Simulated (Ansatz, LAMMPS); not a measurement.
# Elastic response of amorphous SnO2 (108 atoms)

Aim: relax amorphous SnO2 (108 atoms), then change its volume and shape to read moduli from the stress.

Method: Kohn-Sham DFT, PBE, PAW (set soft_1), plane waves; PAW set soft_1, in Ansatz 0.2.0.

## Step 1: The structure

The cell holds 108 atoms: 36 Sn and 72 O. Its edges and angles: a = 11.343 Å, b = 11.343 Å, c = 11.343 Å, α = 90.0°, β = 90.0°, γ = 90.0°. 108 atoms (36 Sn, 72 O) placed at random at 6.03 g/cm³, melted at 5000 K for 10 ps at fixed volume with the Morse and Coulomb pair potential with partial charges (Pedone, Malavasi, Menziani, Cormack and Segre, J. Phys. Chem. B 110, 11780 (2006)). Quenched from 5000 K to 300 K at 50 K/ps and fixed volume, held 10 ps at zero pressure, then minimised at fixed cell.

What the set-up can't give: The quench rate of 50 K/ps is orders of magnitude faster than experiment, which tends to freeze in extra defects. The starting topology of bonds comes from the classical model, and needn't be the one that DFT or experiment would give. Only the Γ point is sampled.

## Step 2: Single point at the start

A single point comes first, to see the forces before anything moves.

The input, input.yaml:

```yaml
crystal:
  lattice:
    - [11.3429, 0.0, 0.0]
    - [0.0, 11.3429, 0.0]
    - [0.0, 0.0, 11.3429]
  atoms:
    - { symbol: Sn, position: [0.84907, 0.47396, 0.23969] }
    - { symbol: Sn, position: [0.97082, 0.17292, 0.52008] }
    - { symbol: Sn, position: [0.60477, 0.03781, 0.73364] }
    - { symbol: Sn, position: [0.75361, 0.64347, 0.02836] }
    - { symbol: Sn, position: [0.95717, 0.82532, 0.87825] }
    - { symbol: Sn, position: [0.63132, 0.79329, 0.24913] }
    - { symbol: Sn, position: [0.17835, 0.56333, 0.66382] }
    - { symbol: Sn, position: [0.3964, 0.64622, 0.00878] }
    - { symbol: Sn, position: [0.84176, 0.62101, 0.72942] }
    - { symbol: Sn, position: [0.01224, 0.64725, 0.44905] }
    - { symbol: Sn, position: [0.74229, 0.34471, 0.63291] }
    - { symbol: Sn, position: [0.44911, 0.42185, 0.79441] }
    - { symbol: Sn, position: [0.9212, 0.89148, 0.14291] }
    - { symbol: Sn, position: [0.20923, 0.25778, 0.67865] }
    - { symbol: Sn, position: [0.97213, 0.34336, 0.81474] }
    - { symbol: Sn, position: [0.33714, 0.38402, 0.19218] }
    - { symbol: Sn, position: [0.38563, 0.92519, 0.05191] }
    - { symbol: Sn, position: [0.80279, 0.1063, 0.98494] }
    - { symbol: Sn, position: [0.14076, 0.08358, 0.26183] }
    - { symbol: Sn, position: [0.38454, 0.18873, 0.93564] }
    - { symbol: Sn, position: [0.52929, 0.10646, 0.21485] }
    - { symbol: Sn, position: [0.68465, 0.6152, 0.46765] }
    - { symbol: Sn, position: [0.35308, 0.07359, 0.51116] }
    - { symbol: Sn, position: [0.07029, 0.59545, 0.01751] }
    - { symbol: Sn, position: [0.14427, 0.40351, 0.38184] }
    - { symbol: Sn, position: [0.10775, 0.05611, 0.9127] }
    - { symbol: Sn, position: [0.09772, 0.31191, 0.09425] }
    - { symbol: Sn, position: [0.88259, 0.87569, 0.55598] }
    - { symbol: Sn, position: [0.20441, 0.80774, 0.24736] }
    - { symbol: Sn, position: [0.42311, 0.7557, 0.49663] }
    - { symbol: Sn, position: [0.44612, 0.39553, 0.5061] }
    - { symbol: Sn, position: [0.56417, 0.71321, 0.77536] }
    - { symbol: Sn, position: [0.65394, 0.12717, 0.48408] }
    - { symbol: Sn, position: [0.82737, 0.1917, 0.26851] }
    - { symbol: Sn, position: [0.16693, 0.89982, 0.63552] }
    - { symbol: Sn, position: [0.61122, 0.35059, 0.08997] }
    - { symbol: O, position: [0.48347, 0.28538, 0.19362] }
    - { symbol: O, position: [0.984, 0.13577, 0.34386] }
    - { symbol: O, position: [0.4251, 0.50881, 0.11302] }
    - { symbol: O, position: [0.71567, 0.66035, 0.86154] }
    - { symbol: O, position: [0.50954, 0.33267, 0.94224] }
    - { symbol: O, position: [0.09175, 0.91721, 0.80094] }
    - { symbol: O, position: [0.32769, 0.89629, 0.55069] }
    - { symbol: O, position: [0.76861, 0.46907, 0.51653] }
    - { symbol: O, position: [0.98685, 0.59839, 0.62626] }
    - { symbol: O, position: [0.10761, 0.28653, 0.51343] }
    - { symbol: O, position: [0.07997, 0.69593, 0.29368] }
    - { symbol: O, position: [0.2733, 0.02793, 0.94274] }
    - { symbol: O, position: [0.84613, 0.7196, 0.47449] }
    - { symbol: O, position: [0.91191, 0.58213, 0.11058] }
    - { symbol: O, position: [0.96459, 0.64524, 0.87171] }
    - { symbol: O, position: [0.91704, 0.26602, 0.65996] }
    - { symbol: O, position: [0.32543, 0.4082, 0.36654] }
    - { symbol: O, position: [0.57377, 0.39731, 0.68071] }
    - { symbol: O, position: [0.16083, 0.54533, 0.48887] }
    - { symbol: O, position: [0.11646, 0.41206, 0.72528] }
    - { symbol: O, position: [0.09852, 0.20205, 0.82141] }
    - { symbol: O, position: [0.16818, 0.46436, 0.17352] }
    - { symbol: O, position: [0.79361, 0.84204, 0.24443] }
    - { symbol: O, position: [0.31549, 0.76433, 0.11451] }
    - { symbol: O, position: [0.22586, 0.0781, 0.65692] }
    - { symbol: O, position: [0.44953, 0.8036, 0.93448] }
    - { symbol: O, position: [0.44756, 0.69536, 0.65035] }
    - { symbol: O, position: [0.83092, 0.44731, 0.76275] }
    - { symbol: O, position: [0.061, 0.92476, 0.23606] }
    - { symbol: O, position: [0.69022, 0.17828, 0.6593] }
    - { symbol: O, position: [0.44976, 0.09076, 0.06267] }
    - { symbol: O, position: [0.68875, 0.64908, 0.64138] }
    - { symbol: O, position: [0.9794, 0.48216, 0.36142] }
    - { symbol: O, position: [0.94512, 0.3202, 0.18596] }
    - { symbol: O, position: [0.17847, 0.2625, 0.26119] }
    - { symbol: O, position: [0.27689, 0.28926, 0.0484] }
    - { symbol: O, position: [0.85657, 0.06141, 0.14775] }
    - { symbol: O, position: [0.34502, 0.25137, 0.55888] }
    - { symbol: O, position: [0.1939, 0.72968, 0.687] }
    - { symbol: O, position: [0.05337, 0.81399, 0.51524] }
    - { symbol: O, position: [0.75806, 0.98432, 0.51493] }
    - { symbol: O, position: [0.73394, 0.59622, 0.29525] }
    [... 24 atom lines left out ...]
    - { symbol: O, position: [0.43537, 0.0925, 0.357] }
    - { symbol: O, position: [0.04552, 0.42003, 0.96592] }
    - { symbol: O, position: [0.57958, 0.76623, 0.41087] }
    - { symbol: O, position: [0.47584, 0.10857, 0.81642] }
    - { symbol: O, position: [0.83262, 0.8017, 0.01448] }
    - { symbol: O, position: [0.88066, 0.80597, 0.71996] }
kpoints:
  mp_grid: { grid: [1, 1, 1] }
hamiltonian:
  xc: pbe
  pseudopotentials: { kind: paw, azcp: { folder: soft_1 } }
scf:
  occupations: { method: fixed }
output:
  forces: true
```

Launch:

```
ansatz run input.yaml --threads 4 --pin off --max-ram 8192MiB --backend cpu --events-out ev --progress --plain --runs-dir out
```

The log of the run:

```text
Engine: ansatz 0.2.0, x86_64-unknown-linux-gnu
Pseudopotentials: kind: paw
Pseudopotential: Sn, paw, valence charge 14, recommended cutoff 420 eV (normal), soft_1/Sn.paw.azcp
Pseudopotential: O, paw, valence charge 6, recommended cutoff 420 eV (normal), soft_1/O.paw.azcp
[... 5 lines on functional and potentials left out ...]
Crystal: 108 atoms, lattice volume = 1459.393 Å³
Basis set: ecut = 420 eV, 28425 PW (Γ), exchange–correlation on 160×160×160 points (8 copies of the dense FFT grid, shifted against one another)
Bands: 576, of which v1, the nominal top of the filled ones, is band 468 counted from 1 (467 counted from 0)
Symmetry: 1 space group operations
Space group: P1 (ITA 1), of the structure as read, at distance tolerance 1.1e-4 Å
k-points: 1
[... 5 lines on functional and potentials left out ...]
Initial density: superposition of atomic densities (chi_scale 0.1, normalization cell, long waves kept (reshape's long-wave potential 0.13 eV rms))
Initial wavefunctions: pseudopotential atomic-orbital guess
Functional: x = pbe(κ = 0.804, μ = 0.219515), c = pbe(β = 0.066725)
SCF iter   1: F=—  HF=-257714.337298 eV  |F-HF|=—  |Δ(HF+E_count)|=         —  Δρ=7.72e-2  dr2=7.67e1  ethr=3.10e-3  ⟨swp⟩=4.0  Hψ=1828  notcnv=0  defer=103
preconditioner: auto → Resta (q_TF=auto, 2.534 Å⁻¹)  ε∞=3.4  [insulator: Δε(μ)=1.219 eV  Ē_g=19.340 eV  n_scr=388 (ndim 8)  ℏωp=29.7 eV  f_vac=0.048  ε∞_Penn≈3.4]
SCF iter   2: F=—  HF=-257697.615085 eV  |F-HF|=—  |Δ(HF+E_count)|=    1.67e1  Δρ=3.66e-2  dr2=1.08e1  ethr=3.10e-3  ⟨swp⟩=2.0  Hψ=885  notcnv=0  defer=101
SCF iter   3: F=—  HF=-257696.431770 eV  |F-HF|=—  |Δ(HF+E_count)|=    1.18e0  Δρ=1.43e-2  dr2=2.81e0  ethr=1.15e-3  ⟨swp⟩=3.0  Hψ=1095  notcnv=0  defer=105
SCF iter   4: F=—  HF=-257696.378325 eV  |F-HF|=—  |Δ(HF+E_count)|=   5.34e-2  Δρ=6.77e-3  dr2=6.76e-1  ethr=3.01e-4  ⟨swp⟩=2.0  Hψ=718  notcnv=0  defer=106
SCF iter   5: F=—  HF=-257696.381193 eV  |F-HF|=—  |Δ(HF+E_count)|=   2.87e-3  Δρ=3.22e-3  dr2=1.60e-1  ethr=7.23e-5  ⟨swp⟩=2.0  Hψ=855  notcnv=0  defer=106
SCF iter   6: F=—  HF=-257696.396725 eV  |F-HF|=—  |Δ(HF+E_count)|=   1.55e-2  Δρ=1.38e-3  dr2=2.68e-2  ethr=1.71e-5  ⟨swp⟩=2.0  Hψ=704  notcnv=0  defer=106
SCF iter   7: F=—  HF=-257696.409087 eV  |F-HF|=—  |Δ(HF+E_count)|=   1.24e-2  Δρ=5.64e-4  dr2=5.57e-3  ethr=2.86e-6  ⟨swp⟩=2.0  Hψ=713  notcnv=0  defer=106
SCF iter   8: F=—  HF=-257696.414507 eV  |F-HF|=—  |Δ(HF+E_count)|=   5.42e-3  Δρ=3.29e-4  dr2=1.71e-3  ethr=5.95e-7  ⟨swp⟩=2.0  Hψ=722  notcnv=0  defer=106
SCF iter   9: F=—  HF=-257696.414609 eV  |F-HF|=—  |Δ(HF+E_count)|=   1.02e-4  Δρ=1.27e-4  dr2=2.68e-4  ethr=1.82e-7  ⟨swp⟩=2.0  Hψ=708  notcnv=0  defer=101
SCF iter  10: F=—  HF=-257696.414732 eV  |F-HF|=—  |Δ(HF+E_count)|=   1.23e-4  Δρ=5.12e-5  dr2=3.95e-5  ethr=2.86e-8  ⟨swp⟩=2.0  Hψ=708  notcnv=0  defer=101
SCF iter  11: F=—  HF=-257696.412512 eV  |F-HF|=—  |Δ(HF+E_count)|=   2.22e-3  Δρ=3.21e-5  dr2=1.49e-5  ethr=4.22e-9  ⟨swp⟩=2.0  Hψ=821  notcnv=0  defer=101
SCF iter  12: F=—  HF=-257696.412514 eV  |F-HF|=—  |Δ(HF+E_count)|=   1.64e-6  Δρ=1.26e-5  dr2=2.12e-6  ethr=1.59e-9  ⟨swp⟩=2.0  Hψ=720  notcnv=0  defer=101
SCF iter  13: F=—  HF=-257696.412515 eV  |F-HF|=—  |Δ(HF+E_count)|=   1.40e-6  Δρ=5.51e-6  dr2=4.48e-7  ethr=2.26e-10  ⟨swp⟩=2.0  Hψ=724  notcnv=0  defer=101
SCF iter  14: F=-257696.412515 eV  HF=-257696.412515 eV  |F-HF|=3.89e-8  |Δ(HF+E_count)|=   2.33e-7  Δρ=2.31e-6  dr2=7.46e-8  ethr=1.07e-11  ⟨swp⟩=5.0  Hψ=1740  notcnv=0
SCF 1 converged in 14 iterations: F = -257696.412515 eV  dr2 = 7.46e-8
  greatest PAW one-centre occupation: 0.996 electrons in one spin orbital (limit 2), on the Sn atom at site 19 (counted from 0), in its partial waves of l = 2
SCF converged after 14 iterations
Free energy (F): -257696.412515 eV
Harris-Foulkes:  -257696.412515 eV  (|F-HF|=3.89e-8)
Internal energy: -257696.412515 eV  (E = F + TS)
E sigma→0 (E₀):  -257696.412515 eV
Fermi energy:    8.068226 eV
--- Per-component energies (eV) ---
  E_band       = -3759.238842
  E_kinetic    = 18290.892119
  E_local      = -69731.728258  (includes V_loc(G=0)·N_el)
  E_nonlocal   = 9024.040753
  E_hartree    = 31535.842258
  E_xc         = -9637.098385
  E_vxc        = -9417.463858  (∫ρ·V_xc dr)
  E_paw        = -169189.107338  (= ΣΔE_a)
  E_vpaw       = -14996.723037  (= ΣTr[D̂ρ^β])
  E_aug_tail   = 0.066527  (compensation charges beyond the density's cutoff)
  E_ewald      = -67989.320191
  E_smearing   = -0.000000  (= −TS)
  E_closure    = -0.000000  (closes the sum)
  Σ components = -257696.412515   (vs F -257696.412515, Δ=0.00e0)
--- Forces (eV/Å), atoms counted from 1 ---
  atom   1  Sn     0.35585590    -0.37290673    -0.51266181
  atom   2  Sn    -0.06623427    -0.33807639    -0.41980233
  atom   3  Sn    -0.19774729     0.77471512     0.92144097
  atom   4  Sn     0.52876175     0.17079723     0.86481719
  atom   5  Sn     0.27648554    -0.78611674     0.40220367
  atom   6  Sn     0.56474224     0.01506909    -1.10118202
  atom   7  Sn    -0.65329204     0.58836873     0.27709616
  atom   8  Sn    -1.13838424    -0.14262997     0.85957432
  atom   9  Sn     0.65843501     0.06921340    -0.85099349
  atom  10  Sn    -0.24421520     0.15844087     0.44191101
  atom  11  Sn    -0.03459516     0.34533633    -0.39245982
  atom  12  Sn     0.23213167    -0.71402768    -0.03835734
  atom  13  Sn     0.05549656    -0.94109335    -0.53338231
  atom  14  Sn    -0.06595445     0.02330966    -0.61860663
[...]
atom 107  O     -0.57905882     0.88842479    -0.77807616
  atom 108  O     -0.62388923    -0.02690466     0.31299036
  max |Σ_I F_I| component: 4.24e-5 eV/Å
```

Wall time 20 s (4 threads of Intel Xeon at 2.60GHz (Ice Lake), shared host); peak memory 2.3 GiB; 70 s of CPU time.

The r.m.s. force at the start is 0.50 eV/Å.

(Continued in part 2 of 4.)

[Long decimals in the printed logs are rounded to 6 places.]

[Logs are printed without paths, hosts, clocks, repeated set-up lines and the standing remarks that a program may print on its own settings, such as how far it seeks lower states.]

[Hosts, paths, dates, database ids (printed as entryN), source tags and the programs' standing remarks are cut or masked in the printed files.]
